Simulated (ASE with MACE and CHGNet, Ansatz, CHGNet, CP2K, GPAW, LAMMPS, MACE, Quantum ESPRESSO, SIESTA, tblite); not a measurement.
**Machine-learned potentials runs on glassy 67P2O5-33MgO (mol %) (80 atoms)**

Aim: run glassy 67P2O5-33MgO (mol %) (80 atoms) in machine-learned potentials and see how near its forces come to a plane-wave reference, and at what cost.

Main program and level: ASE with MACE and CHGNet; the method is named at each step.

## Step 1: Set-up

The cell holds 80 atoms: 20 P, 5 Mg and 55 O. Its edges and angles: a = 10.514 Å, b = 10.514 Å, c = 10.514 Å, α = 90.0°, β = 90.0°, γ = 90.0°. 80 atoms (20 P, 5 Mg, 55 O) placed at random at 2.32 g/cm³, melted at 4000 K for 10 ps at fixed volume with the Morse and Coulomb pair potential with partial charges (Pedone, Malavasi, Menziani, Cormack and Segre, J. Phys. Chem. B 110, 11780 (2006)). Quenched from 4000 K to 300 K at 25 K/ps and fixed volume, held 5 ps.

The yardstick, on the same geometry:

```
method                                           : Kohn-Sham DFT, PBE, SSSP efficiency 1.3.0 pseudopotentials, plane waves (Quantum ESPRESSO 7.5); sssp-pbe-1.3.0-efficiency, cutoffs 60/480 Ry, Γ point
r.m.s. force component                           : 1.479 eV/Å
longest force                                    : 6.598 eV/Å
pressure                                         : 2.264 GPa
gap (highest filled to lowest empty level) : 1.154 eV
time                                             : 2 min on 4 MPI ranks of Arm Neoverse V2, shared host
CPU time                                         : 7.8 min
```

## Step 2: MACE MP-0b2 small potential

Method: machine-learned interatomic potential MACE MP-0b2 small, trained on PBE(+U) plane-wave data.

File run.py:

```python
import numpy as np
from ase.io import read
import mlip  # loads the published weights by name

atoms = read("structure.xyz")
atoms.calc = mlip.calc("mace-mp-0b2-small")
energy = atoms.get_potential_energy()
forces = atoms.get_forces()
print(f"energy {energy:.6f} eV")
print("forces (eV/A)")
for i, (a, f) in enumerate(zip(atoms, forces)):
    print(f"{i:4d} {a.symbol:2s} {f[0]:10.5f} {f[1]:10.5f} {f[2]:10.5f}")
stress = -atoms.get_stress(voigt=False) * 160.21766
print("stress (GPa, compression positive)")
for row in stress:
    print(" ".join(f"{x:10.4f}" for x in row))
```

File structure.xyz:

```xyz
80
Lattice="10.51380 0.00000 0.00000 0.00000 10.51380 0.00000 0.00000 0.00000 10.51380" Properties=species:S:1:pos:R:3 pbc="T T T"
P 0.83259 0.79221 5.96322
P 6.05658 4.80712 0.91302
P 5.56317 3.67279 6.15604
P 0.46092 5.77975 7.26230
P 6.74965 3.06961 8.97900
P 5.48105 10.43968 2.40251
P 4.19185 7.20826 0.60097
P 2.03947 3.84532 2.89908
P 9.73021 3.95456 9.37253
P 2.11212 10.40267 8.60123
P 10.41255 8.97921 10.31425
P 6.21134 0.91449 5.20738
P 5.92558 6.47587 4.93549
P 10.37218 3.58121 5.12001
P 8.97889 5.56432 1.43398
P 3.17874 6.66060 3.44832
P 7.95716 8.42671 8.43385
P 8.66873 9.66586 5.71131
P 10.00767 0.85309 1.71848
P 3.22490 5.65401 8.67935
Mg 2.26352 2.81349 10.20375
Mg 7.94633 8.11466 2.84030
Mg 5.54929 10.35273 9.84744
Mg 4.82678 8.82770 7.22077
Mg 2.46612 0.71178 3.12775
O 6.57533 9.02158 8.58410
O 0.10924 7.17010 7.07379
O 2.94176 2.68459 3.18757
O 1.65540 0.51423 4.79934
O 2.23965 7.61883 4.08903
O 6.17444 3.53958 7.61840
O 3.37093 4.26398 9.28715
O 1.82814 3.91502 1.40244
O 9.11504 8.83727 9.45432
O 4.46447 6.45453 4.27964
O 6.06057 0.68119 3.70874
O 9.98306 9.90137 0.96695
O 9.56262 0.70306 3.11293
O 1.47677 0.41519 7.29595
O 3.66437 7.08146 2.03137
O 5.74779 0.63430 1.12182
O 5.99655 7.70525 5.84893
O 6.86593 6.60309 3.77487
O 3.14678 9.33941 8.21107
O 5.20233 0.15729 6.09716
O 8.73087 7.05245 1.38561
O 10.02344 10.43694 5.94040
O 8.44290 9.03482 7.10743
O 4.55973 8.57852 0.13699
O 8.29675 3.41394 8.96901
O 5.35121 6.16077 0.62294
O 0.26915 2.92431 9.39408
O 0.98188 1.01542 1.78514
O 0.34170 2.27971 5.95386
O 4.04340 10.20890 2.77259
O 6.10368 2.41512 5.48169
[... 20 atom lines left out ...]
O 0.37292 4.79976 6.00611
O 6.30860 9.12829 2.36855
O 9.21724 1.89995 1.00018
O 9.66618 5.19298 2.70835
```

Run with:

```sh
$ OMP_NUM_THREADS=1 python run.py > output.txt
```

Log:

```text
energy -549.767274 eV
forces (eV/A)
   0 P    -1.75570    0.34080   -1.85711
   1 P    -1.96212   -0.79363    2.31646
   2 P    -5.67432    2.32224    1.73680
   3 P     0.11154    0.32583   -0.53834
   4 P     0.09631   -1.70403    0.46366
   5 P     0.64000   -3.77452   -0.48059
   6 P     1.56278    1.17062   -2.77510
   7 P     0.81371   -2.19243   -2.49321
   8 P     0.45933    0.12590    1.09824
   9 P     2.15221   -2.49644    1.69230
  10 P     0.16846   -1.50412    0.50743
  11 P    -2.75888   -5.08010    1.96625
  12 P     0.63077    3.38740   -1.48709
  13 P    -1.35719    0.20181    0.71293
  14 P     1.36503    1.12560    2.45782
  15 P    -1.68085    1.94332    3.04600
  16 P    -0.07481   -4.99296    1.11888
  17 P     1.64478   -1.33461   -0.76451
  18 P     0.19204    1.23022   -0.42696
  19 P     3.92428   -2.77489   -0.63498
  20 Mg   -0.71019    0.72897    0.33415
  21 Mg   -0.92527   -0.32882    0.05062
  22 Mg    0.47989   -0.09661    0.69244
  23 Mg    0.71068   -0.61274   -0.77049
[...]
72 O    -0.35293   -0.58571    0.79316
  73 O     1.23142   -1.44793    0.70987
  74 O     0.17262    1.20498    0.07002
  75 O     0.00548   -0.78204    0.00053
  76 O     1.47039    0.52252   -0.21539
  77 O    -0.03461    0.62793    0.54712
  78 O    -0.27526   -0.10489   -0.88610
  79 O    -0.54211   -0.34994   -1.32646
stress (GPa, compression positive)
    1.6556    -0.1247     0.2445
   -0.1247    -0.1945    -0.5654
    0.2445    -0.5654     1.5330
```

Elapsed: 6.4 s, on 1 thread of Arm Neoverse V2, shared host; peak memory 0.66 GiB.

Banners, paths, timers and routine set-up lines are dropped from the logs unmarked, and long logs keep their key lines alone; longer cuts are marked.

Compared with the plane-wave run:

| Item | Value |
| --- | --- |
| r.m.s. force component | 1.31 eV/Å |
| r.m.s. difference of force components | 346.8 meV/Å |
| longest difference of force vectors | 2334 meV/Å |
| force difference over r.m.s. force | 23.46 % |
| slope of forces against the reference's | 0.8647 |
| correlation of force components | 0.9763 |
| pressure | 0.998 GPa |
| pressure difference | -1.266 GPa |

Length of the force difference by element (eV/Å):

| element | atoms | mean | most |
| --- | --- | --- | --- |
| Mg | 5 | 0.42 | 0.80 |
| O | 55 | 0.41 | 1.7 |
| P | 20 | 0.70 | 2.3 |

A closer look about Mg25, one of the 5 Mg atoms: 11 atoms, nearest first, numbered in the order of the input, with positions taken from that point.

| atom | x | y | z | distance (Å) | bonds | Fx | Fy | Fz (eV/Å) |
| --- | --- | --- | --- | --- | --- | --- | --- | --- |
| Mg25 | 0.00 | 0.00 | 0.00 | 0.00 | 4 | 0.01 | 0.63 | -1.02 |
| O29 | -0.81 | -0.20 | 1.67 | 1.87 | 2 | 0.63 | -0.63 | 0.40 |
| O55 | 1.58 | -1.02 | -0.36 | 1.91 | 2 | -0.72 | 0.17 | 0.11 |
| O53 | -1.48 | 0.30 | -1.34 | 2.02 | 2 | 2.86 | 0.62 | -0.53 |
| O28 | 0.48 | 1.97 | 0.06 | 2.03 | 2 | 0.50 | -0.24 | 1.01 |
| P8 | -0.43 | 3.13 | -0.23 | 3.17 | 4 | 0.81 | -2.19 | -2.49 |
| P6 | 3.01 | -0.79 | -0.73 | 3.20 | 4 | 0.64 | -3.77 | -0.48 |
| P1 | -1.63 | 0.08 | 2.84 | 3.27 | 4 | -1.76 | 0.34 | -1.86 |
| P19 | -2.97 | 0.14 | -1.41 | 3.29 | 4 | 0.19 | 1.23 | -0.43 |
| O72 | -1.71 | 2.81 | 0.73 | 3.37 | 2 | -0.26 | 0.65 | 0.03 |
| O38 | -3.42 | -0.01 | -0.01 | 3.42 | 1 | -1.58 | -0.95 | 2.41 |

Atoms are counted from 1 here, from 0 in the log.

Forces lie 23 % from the reference's, at 0.013 times its CPU time (on 1 against 4 cores).

## Step 3: CHGNet 0.3.0 potential

Method: machine-learned interatomic potential CHGNet 0.3.0, trained on PBE(+U) plane-wave data.

Changes to run.py since step 2:

```diff
@@ -5,3 +5,3 @@
 atoms = read("structure.xyz")
-atoms.calc = mlip.calc("mace-mp-0b2-small")
+atoms.calc = mlip.calc("chgnet-0.3.0")
 energy = atoms.get_potential_energy()
```

structure.xyz is that of step 2.

Log:

```text
CHGNet v0.3.0 initialized with 412,525 parameters
CHGNet will run on cpu
energy -588.180603 eV
forces (eV/A)
   0 P    -1.72763    0.43199   -1.62537
   1 P    -2.31415   -0.99156    2.64192
   2 P    -6.08968    2.09988    1.91155
   3 P    -0.02291    0.48510   -0.72455
   4 P    -0.16888   -1.87772    0.45766
   5 P     0.56925   -4.32337   -0.42818
   6 P     1.70614    1.47263   -2.59448
   7 P     1.04498   -2.35987   -2.63861
   8 P     0.64661   -0.02029    1.17293
   9 P     2.40882   -2.49018    1.65190
  10 P     0.38223   -1.91186    0.73551
  11 P    -3.16989   -5.25638    2.32045
  12 P     0.86621    3.62531   -1.38495
  13 P    -1.92297    0.35299    0.83314
  14 P     1.38052    1.07341    2.69465
  15 P    -1.93208    2.41730    3.14294
  16 P    -0.07283   -5.21324    1.10910
  17 P     1.72702   -1.55643   -0.75881
  18 P    -0.05525    1.13079   -0.92342
  19 P     4.08121   -2.92355   -0.88862
  20 Mg   -0.51357    0.72265    0.26303
  21 Mg   -0.98532   -0.47080   -0.03940
  22 Mg    0.35761   -0.28722    0.75680
  23 Mg    0.72332   -0.51336   -0.75453
[...]
72 O    -0.27589   -0.58113    0.80922
  73 O     1.27617   -1.20199    0.59432
  74 O     0.18739    1.14255   -0.07703
  75 O     0.25819   -0.70919    0.08237
  76 O     1.54157    0.58705   -0.18420
  77 O    -0.08145    0.80339    0.45125
  78 O    -0.27204   -0.14925   -0.78224
  79 O    -0.56866   -0.50611   -1.26070
stress (GPa, compression positive)
    2.0186     0.0503     0.3489
    0.0503     0.3768    -0.5901
    0.3489    -0.5901     2.0909
```

Elapsed: 3.3 s, on 1 thread; peak memory 0.97 GiB.

Numbers from this run, and their distance from the reference:

| Item | Value |
| --- | --- |
| r.m.s. force component | 1.386 eV/Å |
| r.m.s. difference of force components | 386.1 meV/Å |
| longest difference of force vectors | 2591 meV/Å |
| force difference over r.m.s. force | 26.11 % |
| slope of forces against the reference's | 0.9053 |
| correlation of force components | 0.9657 |
| pressure | 1.495 GPa |
| pressure difference | -0.7686 GPa |

Against the first run (23 %), the force difference from the reference is 26 %, at 0.54 times the CPU time.

## Step 4: MACE MPA-0 medium potential

Method: machine-learned interatomic potential MACE MPA-0 medium, trained on PBE(+U) plane-wave data.

Changes to run.py since step 3:

```diff
@@ -5,3 +5,3 @@
 atoms = read("structure.xyz")
-atoms.calc = mlip.calc("chgnet-0.3.0")
+atoms.calc = mlip.calc("mace-mpa-0-medium")
 energy = atoms.get_potential_energy()
```

structure.xyz is that of step 3.

Log:

```text
energy -548.460119 eV
forces (eV/A)
   0 P    -1.87303    0.64437   -2.03678
   1 P    -1.77549   -0.70452    2.72536
   2 P    -5.79912    2.55477    1.68429
   3 P     0.25150    0.25754   -0.73968
   4 P    -0.06891   -1.34957    0.65387
   5 P     0.74703   -4.02017   -0.45830
   6 P     1.50000    0.59088   -2.63642
   7 P     0.87857   -2.27998   -2.65411
   8 P     0.47432    0.24315    1.47659
   9 P     1.78876   -2.73628    2.02760
  10 P    -0.22665   -1.56914    1.22358
  11 P    -2.66162   -4.96784    1.53639
  12 P     0.77891    3.33649   -1.77778
  13 P    -1.60069    0.42086    0.44455
  14 P     1.11482    1.27639    2.93054
  15 P    -1.62860    1.90247    3.02594
  16 P     0.28056   -5.39061    1.44236
  17 P     1.47907   -1.51140   -0.95205
  18 P    -0.09769    1.33521   -0.48630
  19 P     4.01652   -2.67835   -0.73164
  20 Mg   -0.80940    0.84142    0.50887
  21 Mg   -0.91506   -0.57699   -0.00089
  22 Mg    0.50100   -0.22771    0.85477
  23 Mg    0.89826   -0.84220   -0.95739
[...]
72 O    -0.31697   -0.57964    0.87045
  73 O     1.20613   -1.75461    0.92151
  74 O     0.08126    1.26646   -0.10003
  75 O    -0.07850   -0.78525   -0.08283
  76 O     1.67609    0.73933    0.03181
  77 O    -0.06372    0.65755    0.52154
  78 O    -0.23856   -0.21015   -0.92214
  79 O    -0.51234   -0.50371   -1.35087
stress (GPa, compression positive)
    2.0785     0.0710     0.1447
    0.0710     0.1099    -0.8118
    0.1447    -0.8118     1.7010
```

Wall time 6.9 s (1 thread); peak memory 1 GiB.

Compared with the plane-wave run:

* r.m.s. force component: 1.379 eV/Å
* r.m.s. difference of force components: 249.1 meV/Å
* longest difference of force vectors: 2158 meV/Å
* force difference over r.m.s. force: 16.85 %
* slope of forces against the reference's: 0.9209
* correlation of force components: 0.9872
* pressure: 1.296 GPa
* pressure difference: -0.9675 GPa

Against the first run (23 %), the force difference from the reference is 17 %, at 1.2 times the CPU time.

## Step 5: The ladder

Differences are against the plane-wave reference, forces as r.m.s. over components; share is that over the reference's r.m.s. force, slope the least-squares factor from reference forces to these. Total energies of different programs have different zeros and aren't compared.

| run | Δ force, r.m.s. (meV/Å) | share (%) | slope | Δ pressure (GPa) | cores | CPU time | memory (GiB) |
| --- | --- | --- | --- | --- | --- | --- | --- |
| reference | - | - | - | - | 4 | 7.8 min | 3.5 |
| MACE MP-0b2 small potential | 347 | 23.5 | 0.865 | -1.27 | 1 | 6 s | 0.66 |
| CHGNet 0.3.0 potential | 386 | 26.1 | 0.905 | -0.769 | 1 | 3.2 s | 0.97 |
| MACE MPA-0 medium potential | 249 | 16.8 | 0.921 | -0.968 | 1 | 6.9 s | 1 |

Times of the machine-learned potentials are mostly Python's start and the loading of weights.

CPU time is summed over cores on a shared host, where runs went side by side, so it is rough. Symmetry, cutoffs, thresholds, outputs and thread counts weren't matched or tuned between programs; memory under MPI is the largest rank's times the ranks.

## Step 6: Results

* nearest in forces: MACE MPA-0 medium potential, 17 %
* its CPU time: 6.9 s

In words: Machine-learned potentials differ by 17 % (MACE MPA-0 medium potential) to 26 % (CHGNet 0.3.0 potential); they were trained on other programs' data. The reference's pressure holds the uncorrected Pulay stress of its 60 Ry basis, so small pressure differences, and their order, may be the reference's own error. In our tests on small cells the SSSP efficiency potentials stood apart from two norm-conserving sets, for C–F bonds most and for P–O bonds less, so differences between them and other runs here needn't be the other run's error. Machine-learned potentials mimic data converged in k, so the reference's own k-point error enters their differences. The quench rate of 25 K/ps is many orders above laboratory rates, so the cell is likely richer in defects and strain than a real sample. The network of bonds at the start is that of the classical potential that made the cell, and needn't be the one that DFT or experiment would give. The electronic-structure runs sample only Γ, in a cell whose shortest periodic width is 11 Å.

[Also dropped from logs without a mark: logging warnings of Python, and SIESTA's first energy breakdown and zero terms.]

[Logs are printed without paths, hosts, clocks, repeated set-up lines and the standing remarks that a program may print on its own settings, such as how far it seeks lower states.]

[Hosts, paths, dates, database ids (printed as entryN), source tags and the programs' standing remarks are cut or masked in the printed files.]
